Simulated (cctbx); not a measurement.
**Interatomic vectors of La4YS8**

Space group I-4 (no. 82), a = 8.8040 Å, b = 8.8040 Å, c = 8.6280 Å, α = 90.00°, β = 90.00°, γ = 90.00°, content La8 Y2 S16.

Simulated single-crystal data (cctbx): Mo Kα, λ = 0.71073 Å, to d = 0.8 Å, 70 % of the full sphere, strongest reflection 20000 counts, noise from counting, a 3 % proportional error and a noise floor of 15 counts (s.d.); no absorption.

Patterson synthesis, origin scaled to 1000:

```text
Patterson group I 4/m
      u       v       w   height  length (A)
  0.000   0.000   0.000   1000.0     0.00
  0.118   0.383   0.216    204.1     3.99
 -0.003   0.237   0.500    196.9     4.79
  0.128   0.747   0.391    118.4     4.20
  0.064   0.922   0.312     72.5     2.84
  0.058   0.678   0.033     57.5     2.89
  0.174   0.687   0.000     52.7     3.15
  0.028   0.324   0.097     49.6     2.98
  0.067   0.708   0.180     43.6     3.06
  0.175   0.294   0.095     37.7     3.12
  0.056   0.123   0.000     22.3     1.19
  0.039   0.078   0.102     20.7     1.17
  0.057   0.881   0.000     20.5     1.16
  0.000   0.000   0.140     17.2     1.21
```

Q: Assign the vectors.

A peak at u stands for all pairs with xi − xj = u, with weight Σ ZiZj against Σ Z² = 33130 at the origin. Peak heights follow these weights only roughly, since form factors, motion and series ripples differ, all vectors within 0.55 Å of a peak are counted as merged into it though the farther ones add only part of their weight, and F(000) is left out, which lowers the whole map:

| u | v | w | shortest length (Å) | height | 1000 ΣZiZj/ΣZ² | pairs in the cell |
| --- | --- | --- | --- | --- | --- | --- |
| 0.118 | 0.383 | 0.216 | 3.99 | 204 | 212 | 2 × La–La, 2 × S–S |
| -0.003 | 0.237 | 0.500 | 4.79 | 197 | 196 | 2 × La–La |
| 0.128 | 0.747 | 0.391 | 4.04 | 118 | 150 | 2 × La–Y, 2 × S–S |
| 0.064 | 0.922 | 0.312 | 2.83 | 72 | 110 | 4 × La–S |
| 0.058 | 0.678 | 0.033 | 2.89 | 58 | 93 | 2 × La–S, 2 × Y–S |
| 0.174 | 0.687 | 0.000 | 3.15 | 53 | 126 | 4 × La–S, 2 × S–S |
| 0.028 | 0.324 | 0.097 | 2.98 | 50 | 71 | 2 × La–S, 2 × S–S |

The table stops at ten peaks or at a height of 45, below which ripples compete. In the model behind the data La, the heaviest element, has 1 independent site: (0.2491, 0.3687, 0.6078), up to an allowed shift of origin; the La–La vectors are differences of these positions and their symmetry mates. The whole model:

| atom | mult. | x | y | z | Ueq (Å²) |
| --- | --- | --- | --- | --- | --- |
| La1 | 8 | 0.2491 | 0.3687 | 0.6078 | 0.0037 |
| Y1 | 2 | 0 | 0 | 1/2 | 0.0032 |
| S1 | 8 | 0.5684 | 0.3386 | 0.6980 | 0.0080 |
| S2 | 8 | 0.1838 | 0.4245 | 0.9283 | 0.0075 |

This is a model crystal, built by substitution and not relaxed, with assumed displacement parameters.

[Logs are printed without paths, hosts, clocks, repeated set-up lines and the standing remarks that a program may print on its own settings, such as how far it seeks lower states.]
